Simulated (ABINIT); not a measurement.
**BN (Qingsongite): a self-consistent loop beyond G0W0, cycle by cycle**

Wanted: G0W0 and self-consistent gaps of BN (Qingsongite), with the cost of the cycles.

Method: PBE and many-body steps on it, plane waves, in ABINIT 10.8.3.

This is a report of a sequence of runs, with most program output left out.

### Step 1. The structure

It takes space group F-43m (No. 216, cubic). Conventional cell: a = 3.615 Å, b = 3.615 Å, c = 3.615 Å, α = 90.00°, β = 90.00°, γ = 90.00°. B has 4 N at 1.57 Å nearest. N has 4 B at 1.57 Å nearest. Farther neighbours and most contacts between anions are not listed.

The cell and positions come from the Crystallography Open Database and are kept as given unless a step says otherwise.

### Step 2. Empty states on the mesh, 6×6×6 mesh, 99 bands

This step: ABINIT 10.8.3; DFT, PBE, plane waves, norm-conserving pseudopotentials.

The sums over transitions need many empty states on a uniform mesh; this step solves for them.

Input file run.abi:

```
acell 3*1.0 Angstrom
rprim 
  -0.000000000000 1.807500000000 1.807500000000
  1.807500000000 0.000000000000 1.807500000000
  1.807500000000 1.807500000000 -0.000000000000
ntypat 2
znucl 5 7
natom 2
typat 1 2
xred 
  0.000000000000 0.000000000000 0.000000000000
  0.250000000000 0.250000000000 0.250000000000
pp_dirpath "pseudos"
pseudos "B.upf, N.upf"
ecut 36
ngkpt 6 6 6
nshiftk 1
shiftk 0 0 0
kptopt 1
chksymbreak 0
irdden 1
istwfk *1
nband 99
prtvol 0
optdriver 6
gwr_task "HDIAGO"
paral_kgb 0
occopt 1
indata_prefix "in"
outdata_prefix "out"
tmpdata_prefix "tmp"
```

Started as:

```bash
$ OMP_NUM_THREADS=1 mpirun -n 4 abinit run.abi > log
```

Run time: 3.1 s. Hardware: 4 MPI ranks of Intel Xeon 6975P-C (Granite Rapids), shared host; peak memory 0.34 GiB.

Numbers from this step:

```
gap                                                           : 4.535 eV
k of the valence top                                          : 0, 0, 0
k of the conduction bottom                                    : 0.5, 0.5, 0
least direct gap                                              : 8.878 eV
k points computed                                             : 16
lowest point of the top converged band, above the valence top : 192.0699 eV
```

On this mesh the gap is 4.535 eV.

The density comes from a self-consistent run that is not shown.

### Step 3. Screening, 6×6×6 mesh, 91 bands, screening to 261.2 eV

The RPA dielectric matrix is built and inverted for each q.

This step: RPA screening on PBE, plane waves, norm-conserving pseudopotentials.

run.abi, as its differences from that of step 2:

```diff
@@ -20,10 +20,11 @@
 chksymbreak 0
-irdden 1
 istwfk *1
-nband 99
-prtvol 0
-optdriver 6
-gwr_task "HDIAGO"
-paral_kgb 0
 occopt 1
+irdwfk 1
+optdriver 3
+nband 91
+ecuteps 9.6
+inclvkb 2
+awtr 1
+symchi 1
 indata_prefix "in"
```

It took 8.8 s on 4 MPI ranks; peak memory 0.53 GiB; 34 s of CPU time.

This step gave:

```
ε∞ with local fields, on this mesh, along the program's q direction : 4.390
the same without local fields                                       : 4.743
plasma frequency                                                    : 30.56 eV
plane waves in the screening matrix                                 : 113
```

Local fields lower ε∞ by 7 %. On a Γ-centred mesh this coarse the value itself is usually too large, while a short band sum pulls it down.

### Step 4. G0W0

The self-energy is evaluated for the states that the input lists, and the levels follow from it, in one-shot runs by the linearised quasiparticle equation.

This step: G0W0 on PBE, plane waves, norm-conserving pseudopotentials.

run.abi, as its differences from that of step 3:

```diff
@@ -23,8 +23,17 @@
 irdwfk 1
-optdriver 3
+optdriver 4
 nband 91
+gwcalctyp 0
+ecutsigx 36
+symsigma 1
+nkptgw 2
+kptgw 
+  0.0000000000 0.0000000000 0.0000000000
+  0.5000000000 0.5000000000 0.0000000000
+bdgw 
+  2 7
+  3 6
 ecuteps 9.6
-inclvkb 2
-awtr 1
-symchi 1
+irdscr 1
+ppmodel 1
 indata_prefix "in"
```

Elapsed: 3.6 s, on 4 MPI ranks; peak memory 0.54 GiB; 14 s of CPU time.

Numbers from this step:

- G0W0 gap on the points computed: 6.038 eV
- starting gap on the mesh: 4.535 eV
- k of the valence top: 0, 0, 0
- k of the conduction bottom: 0.5, 0.5, 0
- Z at the valence top: 0.827
- Z at the conduction bottom: 0.854
- least direct G0W0 gap on the computed points: 10.95 eV

The gap on the mesh goes from 4.53 eV to 6.04 eV, a correction of +1.50 eV.

### Step 5. evGW0, cycle 1

This step: evGW0 on PBE, plane waves, norm-conserving pseudopotentials.

run.abi, as its differences from that of step 4:

```diff
@@ -25,12 +25,40 @@
 nband 91
-gwcalctyp 0
+gwcalctyp 10
 ecutsigx 36
 symsigma 1
-nkptgw 2
+nkptgw 16
 kptgw 
   0.0000000000 0.0000000000 0.0000000000
+  0.1666666667 0.0000000000 0.0000000000
+  0.3333333333 0.0000000000 0.0000000000
+  0.5000000000 0.0000000000 0.0000000000
+  0.1666666667 0.1666666667 0.0000000000
+  0.3333333333 0.1666666667 0.0000000000
+  0.5000000000 0.1666666667 0.0000000000
+  -0.3333333333 0.1666666667 0.0000000000
+  -0.1666666667 0.1666666667 0.0000000000
+  0.3333333333 0.3333333333 0.0000000000
+  0.5000000000 0.3333333333 0.0000000000
+  -0.3333333333 0.3333333333 0.0000000000
   0.5000000000 0.5000000000 0.0000000000
+  0.5000000000 0.3333333333 0.1666666667
+  -0.3333333333 0.3333333333 0.1666666667
+  -0.3333333333 0.5000000000 0.1666666667
 bdgw 
-  2 7
-  3 6
+  1 8
+  1 8
+  1 8
+  1 8
+  1 8
+  1 8
+  1 8
+  1 8
+  1 8
+  1 8
+  1 8
+  1 8
+  1 8
+  1 8
+  1 8
+  1 8
 ecuteps 9.6
```

Elapsed: 98 s, on 4 MPI ranks; peak memory 0.61 GiB; 6.5 min of CPU time.

This step gave:

| Quantity | Value |
| --- | --- |
| quasiparticle gap on the mesh | 6.331 eV |
| gap of the density functional on the mesh | 4.535 eV |
| k of the valence top | 0, 0, 0 |
| k of the conduction bottom | 0.5, 0.5, 0 |
| Z at the valence top | 0.827 |
| Z at the conduction bottom | 0.854 |
| least direct quasiparticle gap on the computed points | 11.36 eV |

Against G0W0 in ABINIT (6×6×6 mesh, 91 bands, screening to 261.2 eV, Godby-Needs plasmon pole), the gap moves by +0.293 eV. This first cycle still uses the starting levels; it takes the full correction, at all points of the mesh, and its linearised value is 6.038 eV.

### Step 6. evGW0, cycle 2

The corrected levels of the last cycle go back in.

run.abi, as its differences from that of step 5:

```diff
@@ -66,2 +66,3 @@
 ppmodel 1
+irdqps 1
 indata_prefix "in"
```

Elapsed: 97 s, on 4 MPI ranks; peak memory 0.61 GiB.

This step gave:

```yaml
quasiparticle_gap_on_the_mesh: 6.253 eV
gap_of_the_density_functional_on_the_mesh: 4.535 eV
k_of_the_valence_top: 0, 0, 0
k_of_the_conduction_bottom: 0.5, 0.5, 0
least_direct_quasiparticle_gap_on_the_computed_points: 11.22 eV
```

Against the cycle before, the gap moves by −0.078 eV.

### Step 7. evGW0, cycle 3

run.abi is that of step 6.

Elapsed: 97 s, on 4 MPI ranks; peak memory 0.61 GiB; 6.5 min of CPU time.

Numbers from this step:

| Property | Result |
| --- | --- |
| quasiparticle gap on the mesh | 6.254 eV |
| gap of the density functional on the mesh | 4.535 eV |
| k of the valence top | 0, 0, 0 |
| k of the conduction bottom | 0.5, 0.5, 0 |
| least direct quasiparticle gap on the computed points | 11.22 eV |

Against the cycle before, the gap moves by +0.001 eV.

### Step 8. Screening, 6×6×6 mesh, 91 bands, screening to 261.2 eV

This step: RPA screening on PBE, plane waves, norm-conserving pseudopotentials.

Input file run.abi:

```
acell 3*1.0 Angstrom
rprim 
  -0.000000000000 1.807500000000 1.807500000000
  1.807500000000 0.000000000000 1.807500000000
  1.807500000000 1.807500000000 -0.000000000000
ntypat 2
znucl 5 7
natom 2
typat 1 2
xred 
  0.000000000000 0.000000000000 0.000000000000
  0.250000000000 0.250000000000 0.250000000000
pp_dirpath "pseudos"
pseudos "B.upf, N.upf"
ecut 36
ngkpt 6 6 6
nshiftk 1
shiftk 0 0 0
kptopt 1
chksymbreak 0
istwfk *1
occopt 1
irdwfk 1
optdriver 3
nband 91
ecuteps 9.6
inclvkb 2
awtr 1
symchi 1
gwcalctyp 10
mbpt_sciss 2.397 eV
nqptdm 1
qptdm 
  0 0 0
indata_prefix "in"
outdata_prefix "out"
tmpdata_prefix "tmp"
```

Elapsed: 1.8 s, on 4 MPI ranks; peak memory 0.13 GiB; 6.1 s of CPU time.

Numbers from this step:

| Quantity | Value |
| --- | --- |
| ε∞ with local fields, on this mesh, along the program's q direction | 3.885 |
| the same without local fields | 4.152 |
| plasma frequency | 30.56 eV |
| plane waves in the screening matrix | 113 |

This screening uses the functional's bands under a rigid shift, the mean opening of the cycle before.

### Step 9. Screening, 6×6×6 mesh, 91 bands, screening to 261.2 eV

This step: RPA screening on PBE from quasiparticle energies, plane waves, norm-conserving pseudopotentials.

run.abi, as its differences from that of step 8:

```diff
@@ -29,7 +29,21 @@
 symchi 1
+irdqps 1
 gwcalctyp 10
-mbpt_sciss 2.397 eV
-nqptdm 1
+nqptdm 15
 qptdm 
-  0 0 0
+  0.1666666667 0.0000000000 0.0000000000
+  0.3333333333 0.0000000000 0.0000000000
+  0.5000000000 0.0000000000 0.0000000000
+  0.1666666667 0.1666666667 0.0000000000
+  0.3333333333 0.1666666667 0.0000000000
+  0.5000000000 0.1666666667 0.0000000000
+  -0.3333333333 0.1666666667 0.0000000000
+  -0.1666666667 0.1666666667 0.0000000000
+  0.3333333333 0.3333333333 0.0000000000
+  0.5000000000 0.3333333333 0.0000000000
+  -0.3333333333 0.3333333333 0.0000000000
+  0.5000000000 0.5000000000 0.0000000000
+  0.5000000000 0.3333333333 0.1666666667
+  -0.3333333333 0.3333333333 0.1666666667
+  -0.3333333333 0.5000000000 0.1666666667
 indata_prefix "in"
```

Input file mrgscr.stdin:

```
2
merged
q0_SCR
out_SCR
1
```

Started as:

```bash
$ OMP_NUM_THREADS=1 mpirun -n 4 abinit run.abi > log; mrgscr < mrgscr.stdin
```

The job ended after 8.8 s (4 MPI ranks; peak memory 0.52 GiB).

This step gave:

* plasma frequency: 30.56 eV
* plane waves in the screening matrix: 113

This screening reads the quasiparticle levels of the cycle before.

### Step 10. evGW, cycle 1

This step: evGW on PBE, plane waves, norm-conserving pseudopotentials.

run.abi, as its differences from that of step 9:

```diff
@@ -23,12 +23,10 @@
 irdwfk 1
-optdriver 3
+optdriver 4
 nband 91
-ecuteps 9.6
-inclvkb 2
-awtr 1
-symchi 1
-irdqps 1
 gwcalctyp 10
-nqptdm 15
-qptdm 
+ecutsigx 36
+symsigma 1
+nkptgw 16
+kptgw 
+  0.0000000000 0.0000000000 0.0000000000
   0.1666666667 0.0000000000 0.0000000000
@@ -48,2 +46,23 @@
   -0.3333333333 0.5000000000 0.1666666667
+bdgw 
+  1 8
+  1 8
+  1 8
+  1 8
+  1 8
+  1 8
+  1 8
+  1 8
+  1 8
+  1 8
+  1 8
+  1 8
+  1 8
+  1 8
+  1 8
+  1 8
+ecuteps 9.6
+irdscr 1
+ppmodel 1
+irdqps 1
 indata_prefix "in"
```

Started as:

```bash
$ OMP_NUM_THREADS=1 mpirun -n 4 abinit run.abi > log
```

Run time: 97 s. Hardware: 4 MPI ranks; peak memory 0.61 GiB; 6.5 min of CPU time.

This step gave:

```yaml
quasiparticle_gap_on_the_mesh: 6.586 eV
gap_of_the_density_functional_on_the_mesh: 4.535 eV
k_of_the_valence_top: 0, 0, 0
k_of_the_conduction_bottom: 0.5, 0.5, 0
least_direct_quasiparticle_gap_on_the_computed_points: 11.60 eV
```

Against G0W0 in ABINIT (6×6×6 mesh, 91 bands, screening to 261.2 eV, Godby-Needs plasmon pole), the gap moves by +0.548 eV.

### Step 11. Screening, 6×6×6 mesh, 91 bands, screening to 261.2 eV

This step: RPA screening on PBE, plane waves, norm-conserving pseudopotentials.

Input file run.abi:

```
acell 3*1.0 Angstrom
rprim 
  -0.000000000000 1.807500000000 1.807500000000
  1.807500000000 0.000000000000 1.807500000000
  1.807500000000 1.807500000000 -0.000000000000
ntypat 2
znucl 5 7
natom 2
typat 1 2
xred 
  0.000000000000 0.000000000000 0.000000000000
  0.250000000000 0.250000000000 0.250000000000
pp_dirpath "pseudos"
pseudos "B.upf, N.upf"
ecut 36
ngkpt 6 6 6
nshiftk 1
shiftk 0 0 0
kptopt 1
chksymbreak 0
istwfk *1
occopt 1
irdwfk 1
optdriver 3
nband 91
ecuteps 9.6
inclvkb 2
awtr 1
symchi 1
gwcalctyp 10
mbpt_sciss 2.806 eV
nqptdm 1
qptdm 
  0 0 0
indata_prefix "in"
outdata_prefix "out"
tmpdata_prefix "tmp"
```

It took 1.8 s on 4 MPI ranks; peak memory 0.13 GiB.

Numbers from this step:

```
ε∞ with local fields, on this mesh, along the program's q direction : 3.814
the same without local fields                                       : 4.070
plasma frequency                                                    : 30.56 eV
plane waves in the screening matrix                                 : 113
```

This screening uses the functional's bands under a rigid shift, the mean opening of the cycle before.

### Step 12. Screening, 6×6×6 mesh, 91 bands, screening to 261.2 eV

This step: RPA screening on PBE from quasiparticle energies, plane waves, norm-conserving pseudopotentials.

run.abi, as its differences from that of step 11:

```diff
@@ -29,7 +29,21 @@
 symchi 1
+irdqps 1
 gwcalctyp 10
-mbpt_sciss 2.806 eV
-nqptdm 1
+nqptdm 15
 qptdm 
-  0 0 0
+  0.1666666667 0.0000000000 0.0000000000
+  0.3333333333 0.0000000000 0.0000000000
+  0.5000000000 0.0000000000 0.0000000000
+  0.1666666667 0.1666666667 0.0000000000
+  0.3333333333 0.1666666667 0.0000000000
+  0.5000000000 0.1666666667 0.0000000000
+  -0.3333333333 0.1666666667 0.0000000000
+  -0.1666666667 0.1666666667 0.0000000000
+  0.3333333333 0.3333333333 0.0000000000
+  0.5000000000 0.3333333333 0.0000000000
+  -0.3333333333 0.3333333333 0.0000000000
+  0.5000000000 0.5000000000 0.0000000000
+  0.5000000000 0.3333333333 0.1666666667
+  -0.3333333333 0.3333333333 0.1666666667
+  -0.3333333333 0.5000000000 0.1666666667
 indata_prefix "in"
```

mrgscr.stdin is that of step 9.

Started as:

```bash
$ OMP_NUM_THREADS=1 mpirun -n 4 abinit run.abi > log; mrgscr < mrgscr.stdin
```

The job ended after 8.7 s (4 MPI ranks; peak memory 0.53 GiB; 34 s of CPU time).

This step gave:

- plasma frequency: 30.56 eV
- plane waves in the screening matrix: 113

This screening reads the quasiparticle levels of the cycle before.

### Step 13. evGW, cycle 2

This step: evGW on PBE, plane waves, norm-conserving pseudopotentials.

run.abi, as its differences from that of step 12:

```diff
@@ -23,12 +23,10 @@
 irdwfk 1
-optdriver 3
+optdriver 4
 nband 91
-ecuteps 9.6
-inclvkb 2
-awtr 1
-symchi 1
-irdqps 1
 gwcalctyp 10
-nqptdm 15
-qptdm 
+ecutsigx 36
+symsigma 1
+nkptgw 16
+kptgw 
+  0.0000000000 0.0000000000 0.0000000000
   0.1666666667 0.0000000000 0.0000000000
@@ -48,2 +46,23 @@
   -0.3333333333 0.5000000000 0.1666666667
+bdgw 
+  1 8
+  1 8
+  1 8
+  1 8
+  1 8
+  1 8
+  1 8
+  1 8
+  1 8
+  1 8
+  1 8
+  1 8
+  1 8
+  1 8
+  1 8
+  1 8
+ecuteps 9.6
+irdscr 1
+ppmodel 1
+irdqps 1
 indata_prefix "in"
```

Started as:

```bash
$ OMP_NUM_THREADS=1 mpirun -n 4 abinit run.abi > log
```

Wall time 97 s (4 MPI ranks); peak memory 0.61 GiB; 6.5 min of CPU time.

This step gave:

```yaml
quasiparticle_gap_on_the_mesh: 6.623 eV
gap_of_the_density_functional_on_the_mesh: 4.535 eV
k_of_the_valence_top: 0, 0, 0
k_of_the_conduction_bottom: 0.5, 0.5, 0
least_direct_quasiparticle_gap_on_the_computed_points: 11.65 eV
```

Against the cycle before, the gap moves by +0.037 eV.

### Step 14. Screening, 6×6×6 mesh, 91 bands, screening to 261.2 eV

This step: RPA screening on PBE, plane waves, norm-conserving pseudopotentials.

Input file run.abi:

```
acell 3*1.0 Angstrom
rprim 
  -0.000000000000 1.807500000000 1.807500000000
  1.807500000000 0.000000000000 1.807500000000
  1.807500000000 1.807500000000 -0.000000000000
ntypat 2
znucl 5 7
natom 2
typat 1 2
xred 
  0.000000000000 0.000000000000 0.000000000000
  0.250000000000 0.250000000000 0.250000000000
pp_dirpath "pseudos"
pseudos "B.upf, N.upf"
ecut 36
ngkpt 6 6 6
nshiftk 1
shiftk 0 0 0
kptopt 1
chksymbreak 0
istwfk *1
occopt 1
irdwfk 1
optdriver 3
nband 91
ecuteps 9.6
inclvkb 2
awtr 1
symchi 1
gwcalctyp 10
mbpt_sciss 2.850 eV
nqptdm 1
qptdm 
  0 0 0
indata_prefix "in"
outdata_prefix "out"
tmpdata_prefix "tmp"
```

It took 1.8 s on 4 MPI ranks; peak memory 0.13 GiB.

This step gave:

```yaml
eps_infinity_with_local_fields_on_this_mesh_along_the_program_s_q_direction: 3.807
the_same_without_local_fields: 4.062
plasma_frequency: 30.56 eV
plane_waves_in_the_screening_matrix: 113
```

This screening uses the functional's bands under a rigid shift, the mean opening of the cycle before.

### Step 15. Screening, 6×6×6 mesh, 91 bands, screening to 261.2 eV

This step: RPA screening on PBE from quasiparticle energies, plane waves, norm-conserving pseudopotentials.

run.abi, as its differences from that of step 14:

```diff
@@ -29,7 +29,21 @@
 symchi 1
+irdqps 1
 gwcalctyp 10
-mbpt_sciss 2.850 eV
-nqptdm 1
+nqptdm 15
 qptdm 
-  0 0 0
+  0.1666666667 0.0000000000 0.0000000000
+  0.3333333333 0.0000000000 0.0000000000
+  0.5000000000 0.0000000000 0.0000000000
+  0.1666666667 0.1666666667 0.0000000000
+  0.3333333333 0.1666666667 0.0000000000
+  0.5000000000 0.1666666667 0.0000000000
+  -0.3333333333 0.1666666667 0.0000000000
+  -0.1666666667 0.1666666667 0.0000000000
+  0.3333333333 0.3333333333 0.0000000000
+  0.5000000000 0.3333333333 0.0000000000
+  -0.3333333333 0.3333333333 0.0000000000
+  0.5000000000 0.5000000000 0.0000000000
+  0.5000000000 0.3333333333 0.1666666667
+  -0.3333333333 0.3333333333 0.1666666667
+  -0.3333333333 0.5000000000 0.1666666667
 indata_prefix "in"
```

mrgscr.stdin is that of step 12.

Started as:

```bash
$ OMP_NUM_THREADS=1 mpirun -n 4 abinit run.abi > log; mrgscr < mrgscr.stdin
```

It took 9 s on 4 MPI ranks; peak memory 0.53 GiB; 35 s of CPU time.

Numbers from this step:

```yaml
plasma_frequency: 30.56 eV
plane_waves_in_the_screening_matrix: 113
```

This screening reads the quasiparticle levels of the cycle before.

### Step 16. evGW, cycle 3

This step: evGW on PBE, plane waves, norm-conserving pseudopotentials.

run.abi, as its differences from that of step 15:

```diff
@@ -23,12 +23,10 @@
 irdwfk 1
-optdriver 3
+optdriver 4
 nband 91
-ecuteps 9.6
-inclvkb 2
-awtr 1
-symchi 1
-irdqps 1
 gwcalctyp 10
-nqptdm 15
-qptdm 
+ecutsigx 36
+symsigma 1
+nkptgw 16
+kptgw 
+  0.0000000000 0.0000000000 0.0000000000
   0.1666666667 0.0000000000 0.0000000000
@@ -48,2 +46,23 @@
   -0.3333333333 0.5000000000 0.1666666667
+bdgw 
+  1 8
+  1 8
+  1 8
+  1 8
+  1 8
+  1 8
+  1 8
+  1 8
+  1 8
+  1 8
+  1 8
+  1 8
+  1 8
+  1 8
+  1 8
+  1 8
+ecuteps 9.6
+irdscr 1
+ppmodel 1
+irdqps 1
 indata_prefix "in"
```

Started as:

```bash
$ OMP_NUM_THREADS=1 mpirun -n 4 abinit run.abi > log
```

The job ended after 98 s (4 MPI ranks; peak memory 0.61 GiB).

Numbers from this step:

```yaml
quasiparticle_gap_on_the_mesh: 6.626 eV
gap_of_the_density_functional_on_the_mesh: 4.535 eV
k_of_the_valence_top: 0, 0, 0
k_of_the_conduction_bottom: 0.5, 0.5, 0
least_direct_quasiparticle_gap_on_the_computed_points: 11.65 eV
```

Against the cycle before, the gap moves by +0.003 eV.

### Step 17. Side by side

Times are wall times on 4 MPI ranks of Intel Xeon 6975P-C (Granite Rapids), shared host, good to a factor of about two. A run's time includes the screening step that it read.

| run | mesh | bands | screening cutoff (eV) | DFT gap (eV) | gap on the mesh (eV) | direct (eV) | ε∞ used | time |
| --- | --- | --- | --- | --- | --- | --- | --- | --- |
| G0W0 | 6×6×6 | 91 | 261.2 | 4.535 | 6.038 | 10.949 | 4.39 | 12 s |
| evGW0, cycle 1 | 6×6×6 | 91 | 261.2 | 4.535 | 6.331 | 11.358 | 4.39 | 1.8 min |
| evGW0, cycle 2 | 6×6×6 | 91 | 261.2 | 4.535 | 6.253 | 11.218 | 4.39 | 1.8 min |
| evGW0, cycle 3 | 6×6×6 | 91 | 261.2 | 4.535 | 6.254 | 11.224 | 4.39 | 1.8 min |
| evGW, cycle 1 | 6×6×6 | 91 | 261.2 | 4.535 | 6.586 | 11.604 | 3.88 | 1.8 min |
| evGW, cycle 2 | 6×6×6 | 91 | 261.2 | 4.535 | 6.623 | 11.646 | 3.81 | 1.8 min |
| evGW, cycle 3 | 6×6×6 | 91 | 261.2 | 4.535 | 6.626 | 11.650 | 3.81 | 1.8 min |

### Step 18. What came out

| Item | Value |
| --- | --- |
| G0W0 | 6.038 eV |
| evGW0, cycle 1 | 6.331 eV |
| evGW0, cycle 2 | 6.253 eV |
| evGW0, cycle 3 | 6.254 eV |
| evGW, cycle 1 | 6.586 eV |
| evGW, cycle 2 | 6.623 eV |
| evGW, cycle 3 | 6.626 eV |
| known limits | not at the basis limit; coarse k mesh |

Only the bands that the input lists are updated; the others, empty or deep, keep the functional's energies or take a rigid shift. The evGW loop starts from the last levels of evGW0, so its cycles and time come on top of those. evGW0 ends at 6.25 eV, +0.22 eV from G0W0, after 3 cycles that took 4.9 min beside the first screening; the last moved the gap by 0.001 eV. evGW ends at 6.63 eV, +0.59 eV from G0W0, after 3 cycles that took 5.4 min beside the first screening; the last moved the gap by 0.003 eV. The first cycle of evGW0 takes the full correction, without the factor Z, so it overshoots the one-shot value. Bands and cutoff are finite, so the gap is not at the basis limit. The miss can reach some tenths of an eV and take either sign; the mesh is an error of its own. The 6×6×6 mesh is coarse for this cell, which bears on the long-range parts of exchange and screening. In the updated screening the q = 0 part is built from Kohn-Sham bands under a rigid shift, the other q from the quasiparticle levels.

[Paths, hosts, dates, memory and timing lines, banners, echoed tables and standing remarks are left out of the program output.]

[Logs are printed without paths, hosts, clocks, repeated set-up lines and the standing remarks that a program may print on its own settings, such as how far it seeks lower states.]

[Runs of the session that timed out or met a known fault of the program may be left out.]

[Hosts, paths, dates, database ids (printed as entryN), source tags and the programs' standing remarks are cut or masked in the printed files.]

[G0W0 gaps are taken among the corrected bands and points alone; a level outside them can change the order at an edge.]

[Where Ansatz stands beside ABINIT at settings called matched, ABINIT's density can come from a denser mesh and the files from another edition; pairs whose starting gaps differed by over 0.03 eV were left out, so agreement reads better than it is.]
